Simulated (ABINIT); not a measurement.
# RbSrBr3 (Pm-3m): modes at Γ and the response to a field, part 2 of 2

Aim: the zone-centre modes of RbSrBr3 (Pm-3m).

ABINIT 10.8.3; DFT LDA, scalar-relativistic, plane waves, PseudoDojo norm-conserving pseudopotentials.

So far. Step 5 (Relaxing the cell and atoms): The volume changes by -0.1 % in this run and stands -15.0 % from the first cell. The relaxed cell has a = 5.771 Å (conventional setting).

The structure was built from a prototype and need not be the compound's stable phase.

## (8) Linear response at Γ

The derivative of the wavefunctions by k comes first, since the response to a field is built on it; then the field and the displacements that symmetry doesn't supply are solved at q = 0.

It reads the wavefunctions written in step 6.

The input, dfpt_gamma.abi:

```
ndtset 2

# common to the responses
getwfk_filepath "gso_WFK"
kptopt 2
nqpt 1
qpt 0.0 0.0 0.0
asr 0
chneut 0

# d/dk
rfelfd1 2
rfdir1 1 1 1
iscf1 -3
tolwfr1 1.0d-20

# displacements, field
rfphon2 1
rfatpol2 1 5
rfdir2 1 1 1
rfelfd2 3
getddk2 1
tolvrs2 1.0d-10
prtwf2 0

# basis, mesh and filling
ecut 28.0
ngkpt 4 4 4
nshiftk 1
shiftk 0.0 0.0 0.0
istwfk *1
occopt 1
nband 20
nstep 100
diemac 9.0
prtebands 0
prtgsr 0
useylm 1

# cell and atoms
acell 3*1.0 Angstrom
rprim 
    5.771367252 0.0 0.0
    0.0 5.771367252 0.0
    0.0 0.0 5.771367252
ntypat 3
znucl 37 38 35
natom 5
typat 1 2 3 3 3
xred 
    0.0 0.0 0.0
    0.5 0.5 0.5
    0.5 0.5 0.0
    0.5 0.0 0.5
    0.0 0.5 0.5
pp_dirpath "./pseudo"
pseudos "Rb.upf, Sr.upf, Br.upf"
```

Launch:

```console
> OMP_NUM_THREADS=1 mpirun -n 4 abinit dfpt_gamma.abi > dfpt_gamma.log
```

Numbers of over 12 decimals in the logs are rounded to 6 here.

dfpt_gamma.abo, the main output file:

```text
[banners, grids, parts of the stress and lines that vanish by symmetry left out]
- input  file    -> dfpt_gamma.abi
- output file    -> dfpt_gamma.abo
- root for input  files -> dfpt_gammai
[...]
DATASET    1 : space group Pm -3 m (#221); Bravais cP (primitive cubic)
[...]
nfft =      157464          nkpt =          36
[...]
DATASET    2 : space group Pm -3 m (#221); Bravais cP (primitive cubic)
[...]
nfft =      157464          nkpt =          36
[...]
== DATASET  1 ==================================================================
[...]
cutoff_energies: {ecut:  28.0, pawecutdg:  -1.0, }
[...]
- 35.00000   7.00000  180309                  znucl, zion, pspdat
[...]
Perturbation : derivative vs k along direction   1
[...]
-ETOT  1  -13.715663293642     -1.372E+01 6.491E-02 0.000E+00
 ETOT  2  -13.739516424952     -2.385E-02 4.518E-04 0.000E+00
 ETOT  3  -13.739651054986     -1.346E-04 4.692E-06 0.000E+00
 ETOT  4  -13.739652196382     -1.141E-06 4.902E-08 0.000E+00
 ETOT  5  -13.739652208008     -1.163E-08 6.187E-10 0.000E+00
[...]
At SCF step   11   max residual=  9.94E-21 < tolwfr=  1.00E-20 =>converged.
[...]
Perturbation : derivative vs k along direction   2
[...]
-ETOT  1  -13.715553965605     -1.372E+01 6.491E-02 0.000E+00
[...]
At SCF step   11   max residual=  9.94E-21 < tolwfr=  1.00E-20 =>converged.
[...]
Perturbation : derivative vs k along direction   3
[...]
-ETOT  1  -13.715662585445     -1.372E+01 6.491E-02 0.000E+00
[...]
At SCF step   11   max residual=  9.91E-21 < tolwfr=  1.00E-20 =>converged.
[...]
1        1       1.0645914149   -0.0000000000
     1        2       0.0000000000    0.0000000000
     1        3       0.0000000000    0.0000000000
     2        1       0.0000000000    0.0000000000
     2        2       1.0645914149    0.0000000000
     2        3       0.0000000000    0.0000000000
     3        1       0.0000000000    0.0000000000
     3        2       0.0000000000    0.0000000000
     3        3       1.0645914149   -0.0000000000
[...]
== DATASET  2 ==================================================================
[...]
cutoff_energies: {ecut:  28.0, pawecutdg:  -1.0, }
[...]
Perturbation : displacement of atom   1   along direction   1
[...]
-ETOT  1  0.624603     -2.323E+03 6.315E+00 1.879E+02
[...]
At SCF step   11       vres2   =  4.30E-11 < tolvrs=  1.00E-10 =>converged.
[...]
Perturbation : displacement of atom   2   along direction   1
[...]
-ETOT  1   10.843846699473     -3.019E+03 1.462E+01 4.935E+03
[...]
At SCF step   12       vres2   =  1.12E-11 < tolvrs=  1.00E-10 =>converged.
[...]
Perturbation : displacement of atom   3   along direction   1
[...]
-ETOT  1  0.613784     -1.061E+03 4.617E+00 1.974E+03
[...]
At SCF step   11       vres2   =  9.61E-11 < tolvrs=  1.00E-10 =>converged.
[...]
Perturbation : displacement of atom   3   along direction   3
[...]
-ETOT  1   10.643605253202     -1.072E+03 5.479E+00 6.718E+03
[...]
At SCF step   11       vres2   =  6.46E-11 < tolvrs=  1.00E-10 =>converged.
[...]
Perturbation : homogeneous electric field along direction   1
[...]
-ETOT  1  -55.288383206129     -5.529E+01 1.040E+00 2.736E+04
[...]
ETOT 11  -65.941880581877     -1.364E-12 4.637E-15 2.558E-10
 ETOT 12  -65.941880581877     -3.553E-13 1.851E-16 1.418E-11
 At SCF step   12       vres2   =  1.42E-11 < tolvrs=  1.00E-10 =>converged.
[...]
Dielectric tensor, in cartesian coordinates,
[...]
1    7   1    7         2.9245707294        -0.0000000000
   1    7   2    7        -0.0000000000        -0.0000000000
   1    7   3    7        -0.0000000000        -0.0000000000
   2    7   1    7        -0.0000000000        -0.0000000000
   2    7   2    7         2.9245707294        -0.0000000000
   2    7   3    7        -0.0000000000        -0.0000000000
   3    7   1    7        -0.0000000000        -0.0000000000
   3    7   2    7        -0.0000000000        -0.0000000000
   3    7   3    7         2.9245707294        -0.0000000000
  Effective charges, in cartesian coordinates,
[...]
1    1   1    7         1.3238877320         0.0000000000
   2    1   1    7         0.0000000000         0.0000000000
   3    1   1    7         0.0000000000         0.0000000000
   1    2   1    7         2.4079628112         0.0000000000
   2    2   1    7         0.0000000000         0.0000000000
[...]
Effective charges, in cartesian coordinates,
[...]
2    7   1    5         0.0000000000         0.0000000000
   3    7   1    5         0.0000000000         0.0000000000
   1    7   2    5         0.0000000000         0.0000000000
   2    7   2    5        -0.8739426332         0.0000000000
   3    7   2    5         0.0000000000         0.0000000000
   1    7   3    5         0.0000000000         0.0000000000
   2    7   3    5         0.0000000000         0.0000000000
   3    7   3    5        -0.8739426332         0.0000000000
  Phonon wavevector (reduced coordinates) :  0.00000  0.00000  0.00000
 Phonon energies in Hartree :
[...]
Phonon frequencies in cm-1    :
- -4.074811E+01 -4.074811E+01 -4.074811E+01 -2.485469E+01 -2.485469E+01
- -2.485469E+01  2.063204E-01  2.063209E-01  2.063225E-01  4.682463E+01
-  4.682463E+01  4.682463E+01  1.984078E+02  1.984078E+02  1.984078E+02
  Phonon at Gamma, with non-analyticity in the
[...]
Phonon energies in Hartree :
[...]
Phonon frequencies in cm-1    :
- -4.074811E+01 -4.074811E+01 -2.485469E+01 -2.485469E+01 -2.485469E+01
- -3.027475E-01  2.063204E-01  2.063209E-01  2.813193E+01  4.682463E+01
-  4.682463E+01  5.522524E+01  1.984078E+02  1.984078E+02  2.229997E+02
  Phonon at Gamma, with non-analyticity in the
[...]
Phonon energies in Hartree :
[...]
Phonon frequencies in cm-1    :
- -4.074811E+01 -4.074811E+01 -2.485469E+01 -2.485469E+01 -2.485469E+01
- -3.027485E-01  2.063204E-01  2.063225E-01  2.813193E+01  4.682463E+01
-  4.682463E+01  5.522524E+01  1.984078E+02  1.984078E+02  2.229997E+02
  Phonon at Gamma, with non-analyticity in the
[...]
Phonon energies in Hartree :
[...]
Phonon frequencies in cm-1    :
- -4.074811E+01 -4.074811E+01 -2.485469E+01 -2.485469E+01 -2.485469E+01
- -3.027489E-01  2.063209E-01  2.063225E-01  2.813193E+01  4.682463E+01
-  4.682463E+01  5.522524E+01  1.984078E+02  1.984078E+02  2.229997E+02
[...]
fcart2     0.0000000000E+00  0.0000000000E+00  0.0000000000E+00
           strten2     0.0000000000E+00  0.0000000000E+00  0.0000000000E+00
================================================================================
```

It took 7.5 min on 4 MPI ranks of Arm Neoverse V1, shared host; 30 min of CPU time.

Numbers from this step:

```
miss of the charge sum rule                                       : 0.02306 e
largest acoustic frequency at the zone centre before the sum rule : 0.21 cm⁻¹
highest optical zone-centre mode (no LO-TO term)                  : 198.4 cm⁻¹
lowest optical zone-centre mode                                   : -40.75 cm⁻¹
mean high-frequency dielectric constant                           : 2.925
largest Born charge in size (third of the trace)                  : 2.408 e
```

Born charge (rows field, columns displacement), before the sum rule (e), principal values of the symmetric part by kind of site:

```
atom  atoms with these values    low  middle   high   mean
 Rb1                        1   1.32    1.32   1.32   1.32
 Sr2                        1   2.41    2.41   2.41   2.41
 Br3                        3  -2.01   -0.87  -0.87  -1.25
```

In full for Br3:

```
-0.87  0.00  0.00
 0.00 -0.87  0.00
 0.00  0.00 -2.01
```

High-frequency dielectric tensor:

```
2.92 0.00 0.00
0.00 2.92 0.00
0.00 0.00 2.92
```

The acoustic modes at Γ come out as far as 0.2 cm⁻¹ from zero, where they should vanish, a small numerical error; the Born charges miss their sum rule by 0.023 e, which is fair. The lowest optical mode is imaginary, 41i cm⁻¹, an instability at this level and on this k mesh.

## (9) Modes with the sum rule

anaddb reads the merged derivatives, imposes the acoustic sum rule and charge neutrality, and adds the LO-TO term along chosen directions.

The input, anaddb.abi:

```
ddb_filepath "gamma_DDB"
output_file "anaddb.abo"
outdata_prefix "anaddb"
asr 1
chneut 1
enunit 2
eivec 1
nph1l 1
qph1l 0.0 0.0 0.0 1.0
dieflag 2
nph2l 3
qph2l 
    1.0 0.0 0.0 0.0
    0.0 0.0 1.0 0.0
    1.0 1.0 1.0 0.0
```

The input, mrgddb.in:

```
gamma_DDB
merged
2
dfpt_gammao_DS2_DDB
gso_DDB
```

Launch:

```console
> mrgddb < mrgddb.in > mrgddb.log
> OMP_NUM_THREADS=1 anaddb anaddb.abi > anaddb.log
```

anaddb.abo, the main output file:

```text
[banners, grids, parts of the stress and lines that vanish by symmetry left out]
-outvars_anaddb: echo values of input variables ----------------------

 Flags :
[...]
Dielectric Tensor and Effective Charges
[...]
Effective charge tensors after
[...]
Phonon wavevector (reduced coordinates) :  0.00000  0.00000  0.00000
 Phonon energies in Hartree :
[...]
Phonon energies in meV     :
- -5.052218E+00 -5.052218E+00 -5.052218E+00 -3.081736E+00 -3.081736E+00
- -3.081736E+00  0.000000E+00  0.000000E+00  0.000000E+00  5.805470E+00
-  5.805470E+00  5.805470E+00  2.459943E+01  2.459943E+01  2.459943E+01
 Phonon frequencies in cm-1    :
- -4.074888E+01 -4.074888E+01 -4.074888E+01 -2.485588E+01 -2.485588E+01
- -2.485588E+01  0.000000E+00  0.000000E+00  0.000000E+00  4.682427E+01
-  4.682427E+01  4.682427E+01  1.984078E+02  1.984078E+02  1.984078E+02
 Phonon frequencies in Thz     :
- -1.221621E+00 -1.221621E+00 -1.221621E+00 -7.451604E-01 -7.451604E-01
- -7.451604E-01  0.000000E+00  0.000000E+00  0.000000E+00  1.403756E+00
-  1.403756E+00  1.403756E+00  5.948115E+00  5.948115E+00  5.948115E+00
 Phonon energies in Kelvin  :
- -5.862855E+01 -5.862855E+01 -5.862855E+01 -3.576206E+01 -3.576206E+01
- -3.576206E+01  0.000000E+00  0.000000E+00  0.000000E+00  6.736968E+01
-  6.736968E+01  6.736968E+01  2.854645E+02  2.854645E+02  2.854645E+02
[...]
-  1  0.00000000E+00  0.00000000E+00  2.05409769E-03
-     0.00000000E+00  0.00000000E+00  0.00000000E+00
-  2  0.00000000E+00  0.00000000E+00  3.81401603E-05
-     0.00000000E+00  0.00000000E+00  0.00000000E+00
-  3  0.00000000E+00  0.00000000E+00 -7.31248286E-05
-     0.00000000E+00  0.00000000E+00  0.00000000E+00
-  4  0.00000000E+00  0.00000000E+00 -1.08292018E-03
-     0.00000000E+00  0.00000000E+00  0.00000000E+00
-  5  0.00000000E+00  0.00000000E+00 -1.08292018E-03
-     0.00000000E+00  0.00000000E+00  0.00000000E+00
[...]
-  1  0.00000000E+00  2.05409769E-03  0.00000000E+00
-     0.00000000E+00  0.00000000E+00  0.00000000E+00
-  2  0.00000000E+00  3.81401603E-05  0.00000000E+00
-     0.00000000E+00  0.00000000E+00  0.00000000E+00
-  3  0.00000000E+00 -1.08292018E-03  0.00000000E+00
-     0.00000000E+00  0.00000000E+00  0.00000000E+00
-  4  0.00000000E+00 -7.31248286E-05  0.00000000E+00
-     0.00000000E+00  0.00000000E+00  0.00000000E+00
-  5  0.00000000E+00 -1.08292018E-03  0.00000000E+00
-     0.00000000E+00  0.00000000E+00  0.00000000E+00
[...]
-  1  2.05409769E-03  0.00000000E+00  0.00000000E+00
-     0.00000000E+00  0.00000000E+00  0.00000000E+00
-  2  3.81401603E-05  0.00000000E+00  0.00000000E+00
-     0.00000000E+00  0.00000000E+00  0.00000000E+00
-  3 -1.08292018E-03  0.00000000E+00  0.00000000E+00
-     0.00000000E+00  0.00000000E+00  0.00000000E+00
-  4 -1.08292018E-03  0.00000000E+00  0.00000000E+00
-     0.00000000E+00  0.00000000E+00  0.00000000E+00
[...]
Phonon at Gamma, with non-analyticity in the
[...]
Phonon energies in Hartree :
[...]
Phonon energies in meV     :
- -5.052218E+00 -5.052218E+00 -3.081736E+00 -3.081736E+00 -3.081736E+00
-  0.000000E+00  0.000000E+00  0.000000E+00  3.486765E+00  5.805470E+00
[...]
Phonon frequencies in cm-1    :
[...]
Phonon frequencies in Thz     :
[...]
Phonon energies in Kelvin  :
[...]
-  0.000000E+00  0.000000E+00  0.000000E+00  4.046223E+01  6.736968E+01
-  6.736968E+01  7.944847E+01  2.854645E+02  2.854645E+02  3.208396E+02
[...]
-  5  0.00000000E+00  0.00000000E+00  1.85276651E-03
-     0.00000000E+00  0.00000000E+00  0.00000000E+00
[...]
-  1  0.00000000E+00  0.00000000E+00  0.00000000E+00
-     0.00000000E+00  0.00000000E+00  0.00000000E+00
-  2  0.00000000E+00  0.00000000E+00  0.00000000E+00
-     0.00000000E+00  0.00000000E+00  0.00000000E+00
-  3  0.00000000E+00  1.85276651E-03  0.00000000E+00
-     0.00000000E+00  0.00000000E+00  0.00000000E+00
-  4  0.00000000E+00  0.00000000E+00  0.00000000E+00
-     0.00000000E+00  0.00000000E+00  0.00000000E+00
-  5  0.00000000E+00 -1.85276651E-03  0.00000000E+00
-     0.00000000E+00  0.00000000E+00  0.00000000E+00
[...]
Phonon at Gamma, with non-analyticity in the
[...]
Phonon energies in Hartree :
[...]
Phonon energies in meV     :
- -5.052218E+00 -5.052218E+00 -3.081736E+00 -3.081736E+00 -3.081736E+00
-  0.000000E+00  0.000000E+00  0.000000E+00  3.486765E+00  5.805470E+00
-  5.805470E+00  6.846339E+00  2.459943E+01  2.459943E+01  2.764782E+01
 Phonon frequencies in cm-1    :
- -4.074888E+01 -4.074888E+01 -2.485588E+01 -2.485588E+01 -2.485588E+01
[...]
Phonon frequencies in Thz     :
[...]
Phonon energies in Kelvin  :
[...]
Phonon at Gamma, with non-analyticity in the
[...]
Phonon energies in Hartree :
[...]
Phonon energies in meV     :
[...]
Phonon frequencies in cm-1    :
[...]
Phonon frequencies in Thz     :
[...]
Phonon energies in Kelvin  :
[...]
-  0.000000E+00  0.000000E+00  0.000000E+00  4.046223E+01  6.736968E+01
-  6.736968E+01  7.944847E+01  2.854645E+02  2.854645E+02  3.208396E+02
[...]
-  4  8.38361559E-05  9.92144501E-04 -3.21978136E-05
-     0.00000000E+00  0.00000000E+00  0.00000000E+00
-  5 -1.61077171E-03 -5.16383423E-05 -3.21978136E-05
-     0.00000000E+00  0.00000000E+00  0.00000000E+00
[...]
;  5 -1.11225674E-03 -4.36650268E-05 -4.36650268E-05
;     0.00000000E+00  0.00000000E+00  0.00000000E+00
-
```

Elapsed: 0.52 s, on 1 thread.

Read from the output:

```yaml
highest_mode_moved_by_the_lo_to_term: 223.0 cm⁻¹
```

No LO-TO term; unit eigenvectors of the mass-weighted matrix, from anaddb's displacements. Modes at Γ, with each element's share of the kinetic energy (negative means imaginary):

```
mode  frequency (cm⁻¹)  symmetry  Rb %  Sr %  Br %
   1             -40.7       T1u    66     0    34
   2             -40.7       T1u    66     0    34
   3             -40.7       T1u    66     0    34
   4             -24.9       T2u     0     0   100
   5             -24.9       T2u     0     0   100
   6             -24.9       T2u     0     0   100
   7               0.0  acoustic    21    21    58
   8               0.0  acoustic    21    21    58
   9               0.0  acoustic    21    21    58
  10              46.8       T1u    14    37    50
  11              46.8       T1u    14    37    50
  12              46.8       T1u    14    37    50
  13             198.4       T1u     0    42    58
  14             198.4       T1u     0    42    58
  15             198.4       T1u     0    42    58
```

Displacements in mode 1 (-40.7 cm⁻¹), the largest set to 1:
```
Rb1  0.00  0.00  1.00
Sr2  0.00  0.00  0.02
Br3  0.00  0.00 -0.04
Br4  0.00  0.00 -0.53
Br5  0.00  0.00 -0.53
```

Displacements in mode 4 (-24.9 cm⁻¹), the largest set to 1:
```
Rb1  0.00  0.00  0.00
Sr2  0.00  0.00  0.00
Br3  0.00  0.00  0.00
Br4  0.00  0.00  1.00
Br5  0.00  0.00 -1.00
```

With imaginary modes the relaxed-ion tensors have no meaning and are not tabulated.

The rule moves no optical mode by more than 0.1 cm⁻¹.

## (10) What came out

```
space group after relaxation                                           : Pm-3m
volume per atom                                                        : 38.4 Å³
highest optical zone-centre mode (no LO-TO term)                       : 198.4 cm⁻¹
lowest optical zone-centre mode                                        : -40.8 cm⁻¹
highest mode moved by the LO-TO term                                   : 223.0 cm⁻¹
mean high-frequency dielectric constant                                : 2.92
largest Born charge in size (third of the trace)                       : 2.41 e
imaginary optical modes at the zone centre (no q mesh in this session) : yes
```

**Reading.** At the LDA level the optical modes of RbSrBr3 (Pm-3m) at the zone centre (no LO-TO term) run from 41i to 198 cm⁻¹, so the structure is a saddle point, with 6 modes beyond 10i cm⁻¹ there. Along the directions run, the highest mode that the macroscopic field moves lies at 223 cm⁻¹. These are harmonic frequencies at zero temperature: anharmonic shifts and linewidths and thermal expansion are left out. The structure is a hypothetical one, built on a prototype.

[Host names and launcher messages were left out of these logs when they were recorded.]

[Logs are printed without paths, hosts, clocks, repeated set-up lines and the standing remarks that a program may print on its own settings, such as how far it seeks lower states.]

[Hosts, paths, dates, database ids (printed as entryN), source tags and the programs' standing remarks are cut or masked in the printed files.]
